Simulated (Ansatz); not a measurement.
# Phonons of AlN (F-43m) against volume

Aim: how do the optical modes of AlN (F-43m) move with volume?

Main program and level: Ansatz 0.2.0; DFT LDA, scalar-relativistic, plane waves, PAW; PAW set soft_1.

This is a report of a sequence of runs, with most program output left out.

**1. The starting structure**

Symmetry: F-43m, No. 216, cubic system. The conventional cell has a = 4.368 Å, b = 4.368 Å, c = 4.368 Å, α = 90.00°, β = 90.00°, γ = 90.00°. Nearest to N lie 4 Al at 1.89 Å. Al has 4 N at 1.89 Å nearest. Farther neighbours and most contacts between anions are not listed.

**2. Relaxation**

Harmonic phonons are second derivatives at a point where the forces vanish, and they are wanted at zero stress, so atoms and cell are relaxed first.

File input.yaml:

```yaml
crystal:
  lattice:
    - [0.0, 2.1839935596, 2.1839935596]
    - [2.1839935596, 0.0, 2.1839935596]
    - [2.1839935596, 2.1839935596, 0.0]
  atoms:
    - { symbol: "N", position: [0.25, 0.25, 0.25] }
    - { symbol: Al, position: [0.0, 0.0, 0.0] }
kpoints:
  mp_grid: { grid: [10, 10, 10] }
hamiltonian:
  xc: lda
  pseudopotentials: { kind: paw, azcp: { folder: soft_1 }, xc_functional: pbe }
scf:
  occupations: { method: gaussian, width: 0.02 }
output:
  forces: true
  stress: true
  eigenvalues: true
relax:
  adjacent_minimum: "off"
  f_tol: 0.005
  max_steps: 80
  cell: { stress_tol: 0.05 }
```

On the command line:

```sh
> ansatz run input.yaml --threads 4 --pin off --max-ram 10240MiB --backend cpu --events-out ev --progress --plain --runs-dir out
```

The job ended after 1.3 s (4 threads of AMD EPYC 7B13 (Zen 3), shared host; peak memory 0.34 GiB).

The steps of the relaxation:

| step | energy less that of the first step (eV) | largest force component (eV/Å) | pressure (GPa) | volume (Å³) |
| --- | --- | --- | --- | --- |
| 1 | 0.0000 | 0.0000 | -3.62 | 20.83 |
| 2 | -0.0035 | 0.0000 | -1.82 | 20.65 |
| 3 | -0.0050 | 0.0000 | 0.05 | 20.47 |
| 4* | -0.0042 | 0.0000 | -0.03 | 20.47 |

Relaxation steps marked * repeat the geometry before them on a plane-wave basis chosen anew for their cell, so energy and pressure can jump there.

Forces are held to the 24 operations that the run works with; a distortion that breaks them can't arise in this run.

| conventional cell, symmetrised | before | after | change |
| --- | --- | --- | --- |
| a (Å) | 4.368 | 4.342 | -0.6 % |
| b (Å) | 4.368 | 4.342 | -0.6 % |
| c (Å) | 4.368 | 4.342 | -0.6 % |
| volume (Å³/atom) | 10.42 | 10.23 | -1.8 % |

The relaxed structure:

```
N Al
1.0
     0.00000    2.17115    2.17115
     2.17115    0.00000    2.17115
     2.17115    2.17115    0.00000
N Al
1 1
Direct
  0.25000 0.25000 0.25000
  0.00000 0.00000 0.00000
```

This step gave:

| Quantity | Value |
| --- | --- |
| pressure | -0.03000 GPa |
| gap on the k-mesh | 3.250 eV |
| volume per atom | 10.23 Å³ |

In this step the volume went from 10.42 to 10.23 Å³/atom.

**3. Tight relaxation**

Phonons need small forces and stress, so the relaxation is finished with tight tolerances on 12×12×12 k points.

File input.yaml:

```yaml
crystal:
  lattice:
    - [0.0, 2.171151176, 2.171151176]
    - [2.171151176, 0.0, 2.171151176]
    - [2.171151176, 2.171151176, 0.0]
  atoms:
    - { symbol: "N", position: [0.25, 0.25, 0.25] }
    - { symbol: Al, position: [0.0, 0.0, 0.0] }
kpoints:
  mp_grid: { grid: [12, 12, 12] }
hamiltonian:
  xc: lda
  pseudopotentials: { kind: paw, azcp: { folder: soft_1 }, xc_functional: pbe }
scf:
  occupations: { method: fixed }
output:
  forces: true
  stress: true
  eigenvalues: true
  write_density: true
  write_potential: true
  elf: true
  volumetric_format: npy
relax:
  adjacent_minimum: "off"
  f_tol: 0.001
  max_steps: 60
  cell: { stress_tol: 0.01 }
```

The job ended after 1.5 s (4 threads; peak memory 0.36 GiB).

Little changed from the start: no atom moved by 0.005 Å and no cell edge by 0.1 %.

This step gave:

```yaml
pressure: 8.68e-4 GPa
```

Valence density in the ac plane of a cell with a along [110], b along [-110] and c along [001] of the cube at fractional y = 0.000, with atoms of N and Al within 0.2 Å of it. It is the smooth field of the valence electrons, not physical close to the nuclei.

Values in e/Å³, 7 rows by 16 columns, each cell a mean:
```
0.1 0.3 0.7 1.2 1.4 0.9 0.4 0.2 0.1 0.3 0.7 1.2 1.4 0.9 0.4 0.2
0.2 0.4 1.4 3.1 3.4 2.2 0.7 0.3 0.2 0.4 1.4 3.1 3.4 2.2 0.7 0.3
0.1 0.2 0.7 1.7 2.0 1.1 0.3 0.1 0.1 0.2 0.7 1.7 2.0 1.1 0.3 0.1
0.1 0.1 0.2 0.3 0.3 0.2 0.1 0.1 0.1 0.1 0.2 0.3 0.3 0.2 0.1 0.1
0.1 0.1 0.1 0.1 0.1 0.1 0.1 0.1 0.1 0.1 0.1 0.1 0.1 0.1 0.1 0.1
0.2 0.1 0.1 0.1 0.1 0.1 0.1 0.2 0.2 0.1 0.1 0.1 0.1 0.1 0.1 0.2
0.1 0.1 0.2 0.2 0.2 0.2 0.1 0.1 0.1 0.1 0.2 0.2 0.2 0.2 0.1 0.1
```
Columns run along a (6.1 Å), rows up along c (4.3 Å), edges of the conventional cell, whose origin can differ from the input's. Atoms in or near the plane, at fractional coordinates: N at (0.75, 0.75), N at (0.25, 0.75), Al at (0.50, 0.00), Al at (0.00, 0.00).

ELF in the ac plane of a cell with a along [110], b along [-110] and c along [001] of the cube at fractional y = 0.000, with atoms of N and Al within 0.2 Å of it. It is the smooth field of the valence electrons, not physical close to the nuclei.

Ten even steps from '0' (0.03) to '9' (0.86), each cell a mean:
```
03899982006999950
17997996139988993
27962697249833994
15874785137855873
03788862015899851
00378630002577520
00123200000133100
00000000000000000
11000001111000011
11100011111000011
00111110000111100
10356530101566510
```
Columns run along a (6.1 Å), rows up along c (4.3 Å), edges of the conventional cell, whose origin can differ from the input's. Atoms in or near the plane, at fractional coordinates: N at (0.75, 0.75), N at (0.25, 0.75), Al at (0.50, 0.00), Al at (0.00, 0.00).

Electrostatic potential energy in the ac plane of a cell with a along [110], b along [-110] and c along [001] of the cube at fractional y = 0.000, with atoms of N and Al within 0.2 Å of it. With pseudopotentials it is smooth inside the atoms' cores, unlike the true potential.

Ten even steps from '0' (-39 eV) to '9' (12 eV), each cell a mean:
```
97688867986788768
66742476667633676
78610178788300488
99720279999500599
99975799999856899
99999999999999999
99999999999999999
99999999999999999
89999999899999998
67899987668999876
76789876776899867
97689868996799769
```
Columns run along a (6.1 Å; values clipped at the 3rd and 97th percentile), rows up along c (4.3 Å), edges of the conventional cell, whose origin can differ from the input's. Atoms in or near the plane, at fractional coordinates: N at (0.75, 0.75), N at (0.25, 0.75), Al at (0.50, 0.00), Al at (0.00, 0.00).

The forces vanish by symmetry and the pressure is 0.001 GPa, within the tolerances set. The cell now holds 10.23 Å³/atom.

**4. Modes at rest**

The modes at rest are the reference of the series, and the response to a field gives the dielectric tensor and the Born charges.

input.yaml, the sections that differ from step 3:

```yaml
crystal:
  lattice:
    - [0.0, 2.1710446087, 2.1710446087]
    - [2.1710446087, 0.0, 2.1710446087]
    - [2.1710446087, 2.1710446087, 0.0]
  atoms:
    - { symbol: "N", position: [0.25, 0.25, 0.25] }
    - { symbol: Al, position: [0.0, 0.0, 0.0] }
output:
  eigenvalues: true
phonons:
  method: dfpt
  dielectric: true
  rigid_motions: translations
  raman: true
# kpoints, hamiltonian, scf: as in step 3
# relax: removed
```

Wall time 25 s (4 threads); peak memory 0.74 GiB; 91 s of CPU time.

This step gave:

| Quantity | Value |
| --- | --- |
| sum-rule residual before enforcement | 6.80e-5 eV/Å² |
| miss of the charge sum rule | 8.14e-6 e |
| point group | -43m |
| highest optical mode at the zone centre (no LO-TO term) | 665.0 cm⁻¹ |
| lowest optical zone-centre mode | 665.0 cm⁻¹ |
| mean high-frequency dielectric constant | 4.539 |
| largest Born charge (third of the trace) | -2.544 e |
| mean static dielectric constant | 8.357 |
| top of the zone-centre spectrum with the field | 902.3 cm⁻¹ |

Without the LO-TO term. Patterns of degenerate modes are one choice out of their space. Modes at Γ, with each element's share of the kinetic energy:

| mode | frequency (cm⁻¹) | symmetry | N % | Al % |
| --- | --- | --- | --- | --- |
| 1 | 0.0 | acoustic | 34 | 66 |
| 2 | 0.0 | acoustic | 34 | 66 |
| 3 | 0.0 | acoustic | 34 | 66 |
| 4 | 665.0 | T2 | 66 | 34 |
| 5 | 665.0 | T2 | 66 | 34 |
| 6 | 665.0 | T2 | 66 | 34 |

Displacements in mode 5 (665.0 cm⁻¹), the largest set to 1:
```
N1   0.00  1.00  0.00
Al2  0.00 -0.52  0.00
```

Optical modes at the zone centre, without and with the macroscopic field of the longitudinal modes; each column is sorted by frequency, so a row need not hold one and the same mode. Modes with and without the field, by row:

| rank among optical modes | no field (cm⁻¹) | q along (1, 0, 0) (cm⁻¹) |
| --- | --- | --- |
| 1 | 665 | 665 |
| 2 | 665 | 665 |
| 3 | 665 | 902.3 |

Born charge (rows field, columns displacement) (e), principal values of the symmetric part by kind of site:

| atom | atoms with these values | low | middle | high | mean |
| --- | --- | --- | --- | --- | --- |
| N1 | 1 | -2.54 | -2.54 | -2.54 | -2.54 |
| Al2 | 1 | 2.54 | 2.54 | 2.54 | 2.54 |

In full for Al2:

```
2.54 0.00 0.00
0.00 2.54 0.00
0.00 0.00 2.54
```

High-frequency dielectric tensor:

```
4.54 0.00 0.00
0.00 4.54 0.00
0.00 0.00 4.54
```

Static dielectric tensor (ions relaxed, fixed cell):

```
8.36 0.00 0.00
0.00 8.36 0.00
0.00 0.00 8.36
```

Transverse modes. Lines of the infrared spectrum (strongest = 100):

| position (cm⁻¹) | label | relative intensity |
| --- | --- | --- |
| 665 | T2 | 100 |

Activity x (w_L - w)^4 (n + 1)/w, 532 nm, 300 K; modes without the macroscopic field alone. Raman lines, with heights relative to the strongest:

| position (cm⁻¹) | label | relative intensity |
| --- | --- | --- |
| 665 | T2 | 100 |

Before it was imposed, the acoustic sum rule was missed by 6.8e-5 eV/Å² and the charge sum rule by 8.1e-6 e. Small misses are needed for a sound result but don't prove that mesh and cutoff are converged. The lowest optical mode is real, 665 cm⁻¹.

**5. Ground state of a member: 1.06 times the volume at rest**

The cell is set to 1.06 times the volume at rest; symmetry leaves nothing else free, so this is a single point.

input.yaml, the sections that differ from step 4:

```yaml
crystal:
  lattice:
    - [0.0, 2.213624921, 2.213624921]
    - [2.213624921, 0.0, 2.213624921]
    - [2.213624921, 2.213624921, 0.0]
  atoms:
    - { symbol: "N", position: [0.25, 0.25, 0.25] }
    - { symbol: Al, position: [0.0, 0.0, 0.0] }
output:
  forces: true
  stress: true
  eigenvalues: true
# kpoints, hamiltonian, scf: as in step 4
# phonons: removed
```

It took 0.45 s on 4 threads; peak memory 0.33 GiB; 1.2 s of CPU time.

Numbers from this step:

```yaml
pressure: -10.94 GPa
gap_on_the_k_mesh: 3.220 eV
volume_per_atom: 10.85 Å³
```

The forces vanish by symmetry, at a pressure of -10.94 GPa.

**6. Modes of this member: 1.06 times the volume at rest**

The zone-centre modes follow for 1.06 times the volume at rest, with the response to a field.

input.yaml: that of step 5 with these lines changed.

```diff
@@ -16,4 +16,6 @@
 output:
-  forces: true
-  stress: true
   eigenvalues: true
+phonons:
+  method: dfpt
+  dielectric: true
+  rigid_motions: translations
```

It took 4.6 s on 4 threads; peak memory 0.49 GiB.

This step gave:

```
gap on the k-mesh                                       : 3.221 eV
sum-rule residual before enforcement                    : 5.29e-5 eV/Å²
miss of the charge sum rule                             : 9.21e-6 e
highest optical mode at the zone centre (no LO-TO term) : 610.6 cm⁻¹
lowest optical zone-centre mode                         : 610.6 cm⁻¹
mean high-frequency dielectric constant                 : 4.647
largest Born charge (third of the trace)                : -2.552 e
mean static dielectric constant                         : 8.945
top of the zone-centre spectrum with the field          : 847.1 cm⁻¹
```

Without the LO-TO term. Patterns of degenerate modes are one choice out of their space. The modes at Γ (shares of kinetic energy by element, %):

| mode | frequency (cm⁻¹) | symmetry | N % | Al % |
| --- | --- | --- | --- | --- |
| 1 | 0.0 | acoustic | 34 | 66 |
| 2 | 0.0 | acoustic | 34 | 66 |
| 3 | 0.0 | acoustic | 34 | 66 |
| 4 | 610.6 | T2 | 66 | 34 |
| 5 | 610.6 | T2 | 66 | 34 |
| 6 | 610.6 | T2 | 66 | 34 |

Transverse modes. Infrared lines, with heights relative to the strongest:

| position (cm⁻¹) | label | relative intensity |
| --- | --- | --- |
| 611 | T2 | 100 |

The optical mode without the LO-TO term lies at 610.6 cm⁻¹.

For the mean static dielectric tensor (ions relaxed, fixed cell), step 4 gave 8.36; this run, with volume ratio 1.06, gives 8.95 (+7 %).

**7. Ground state of a member: 0.9 times the volume at rest**

The cell is set to 0.9 times the volume at rest; symmetry leaves nothing else free, so this is a single point.

input.yaml, the sections that differ from step 6:

```yaml
crystal:
  lattice:
    - [0.0, 2.0961205232, 2.0961205232]
    - [2.0961205232, 0.0, 2.0961205232]
    - [2.0961205232, 2.0961205232, 0.0]
  atoms:
    - { symbol: "N", position: [0.25, 0.25, 0.25] }
    - { symbol: Al, position: [0.0, 0.0, 0.0] }
output:
  forces: true
  stress: true
  eigenvalues: true
# kpoints, hamiltonian, scf: as in step 6
# phonons: removed
```

Elapsed: 0.45 s, on 4 threads; peak memory 0.32 GiB.

This step gave:

```
pressure          : 27.14 GPa
gap on the k-mesh : 3.290 eV
volume per atom   : 9.210 Å³
```

The forces vanish by symmetry, at a pressure of 27.14 GPa.

**8. Modes of this member: 0.9 times the volume at rest**

The zone-centre modes follow for 0.9 times the volume at rest, with the response to a field.

input.yaml: that of step 7 with these lines changed.

```diff
@@ -16,4 +16,6 @@
 output:
-  forces: true
-  stress: true
   eigenvalues: true
+phonons:
+  method: dfpt
+  dielectric: true
+  rigid_motions: translations
```

It took 4.3 s on 4 threads; peak memory 0.47 GiB.

Numbers from this step:

```yaml
sum_rule_residual_before_enforcement: 8.20e-5 eV/Å²
miss_of_the_charge_sum_rule: 3.67e-6 e
highest_optical_mode_at_the_zone_centre_no_lo_to_term: 770.2 cm⁻¹
lowest_optical_zone_centre_mode: 770.2 cm⁻¹
mean_high_frequency_dielectric_constant: 4.396
largest_born_charge_third_of_the_trace: -2.531 e
mean_static_dielectric_constant: 7.524
top_of_the_zone_centre_spectrum_with_the_field: 1008 cm⁻¹
```

Without the LO-TO term. Patterns of degenerate modes are one choice out of their space. Modes at Γ, with each element's share of the kinetic energy:

| mode | frequency (cm⁻¹) | symmetry | N % | Al % |
| --- | --- | --- | --- | --- |
| 1 | 0.0 | acoustic | 34 | 66 |
| 2 | 0.0 | acoustic | 34 | 66 |
| 3 | 0.0 | acoustic | 34 | 66 |
| 4 | 770.2 | T2 | 66 | 34 |
| 5 | 770.2 | T2 | 66 | 34 |
| 6 | 770.2 | T2 | 66 | 34 |

Transverse modes. Infrared lines, with heights relative to the strongest:

| position (cm⁻¹) | label | relative intensity |
| --- | --- | --- |
| 770 | T2 | 100 |

The optical mode without the LO-TO term lies at 770.2 cm⁻¹.

Between step 4 and this run (volume ratio 0.9) the value for the mean static dielectric tensor (ions relaxed, fixed cell) moves from 8.36 to 7.52 (-10 %).

**9. The series together**

The members are set side by side, also those not shown above.

Each row is one cell with its response, relaxed at fixed volume as far as symmetry leaves anything free; energies are extrapolated to zero smearing, and E0 is that at rest; shape and atoms are relaxed in each cell where symmetry leaves them free. State of the crystal along the series:

| volume ratio | V (Å³/atom) | pressure (GPa) | E - E0 (meV/atom) | gap on mesh (eV) | ε∞ | ε0 | largest Born charge in size, a third of the trace (e) | top mode with the field, highest of q along x, y and z (cm⁻¹) |
| --- | --- | --- | --- | --- | --- | --- | --- | --- |
| 0.9 | 9.21 | 27.14 | 79.63 | 3.29 | 4.396 | 7.524 | 2.531 | 1008 |
| 0.92 | 9.414 | 20.6 | 49.2 | 3.282 | 4.421 | 7.677 | 2.534 | 985 |
| 0.94 | 9.619 | 14.67 | 26.74 | 3.274 | 4.448 | 7.837 | 2.536 | 963.2 |
| 0.96 | 9.824 | 9.295 | 11.49 | 3.267 | 4.476 | 8.003 | 2.539 | 942.2 |
| 0.98 | 10.03 | 4.423 | 2.767 | 3.258 | 4.507 | 8.176 | 2.542 | 921.9 |
| 0.99 | 10.13 | 2.158 | 0.6826 | 3.254 | 4.523 | 8.265 | 2.543 | 912 |
| 1 | 10.23 | 8.68e-4 | 0 | 3.25 | 4.539 | 8.357 | 2.544 | 902.3 |
| 1.02 | 10.44 | -4.006 | 2.617 | 3.24 | 4.573 | 8.545 | 2.547 | 883.3 |
| 1.04 | 10.64 | -7.644 | 10.09 | 3.23 | 4.609 | 8.741 | 2.55 | 864.9 |
| 1.06 | 10.85 | -10.94 | 21.97 | 3.22 | 4.647 | 8.945 | 2.552 | 847.1 |

Without the LO-TO term; each mode is tracked from rest by its pattern, and modes that stay within 0.3 cm⁻¹ of each other stand once; shape and atoms are relaxed in each cell where symmetry leaves them free. Optical modes along the series:

| V (Å³/atom) | mode 4 T2 (cm⁻¹) |
| --- | --- |
| 9.21 | 770.2 |
| 9.414 | 747.5 |
| 9.619 | 725.7 |
| 9.824 | 704.7 |
| 10.03 | 684.5 |
| 10.13 | 674.6 |
| 10.23 | 665 |
| 10.44 | 646.2 |
| 10.64 | 628.1 |
| 10.85 | 610.6 |

From cubic fits (parabolas where under five rows exist) of ln ω and P against ln V through the rows within about 4 % of rest: γ = −d ln ω / d ln V and dω/dP = γ ω / B. Slopes at rest:

| mode | fitted frequency at rest (cm⁻¹) | Grüneisen parameter γ | dω/dP (cm⁻¹/GPa) |
| --- | --- | --- | --- |
| mode 4 T2 | 665 | 1.43 | 4.54 |
| longitudinal mode | 902.3 | 1.07 | 4.58 |

**10. Results**

```
members                                                          : 10
highest optical mode at the zone centre (no LO-TO term), at rest : 665.0 cm⁻¹
bulk modulus at rest                                             : 210 GPa
mode 4 T2, γ                                                     : 1.43
longitudinal mode, γ                                             : 1.07
```

The series spans -10.9 to 27.1 GPa, and the slope at rest gives a bulk modulus of 210 GPa. The transverse optical mode has γ = 1.43 and moves by 4.5 cm⁻¹ for each GPa, the longitudinal one has γ = 1.07 and moves by 4.6. ε∞ is 4.54 at rest, with d ln ε∞ / d ln V = 0.37. One k mesh and one cutoff serve the ground states and modes of all volumes; the field response picks its own mesh. These are harmonic frequencies at zero temperature: anharmonic shifts, linewidths and thermal expansion are left out. The PAW files were made for PBE; the program adapts parts of them to the functional of the run, but their partial waves stay those of PBE, an approximation that was not tested in this session. Only the zone centre was solved, so an instability at another wavevector cannot show here.

[Logs are printed without paths, hosts, clocks, repeated set-up lines and the standing remarks that a program may print on its own settings, such as how far it seeks lower states.]

[Hosts, paths, dates, database ids (printed as entryN), source tags and the programs' standing remarks are cut or masked in the printed files.]
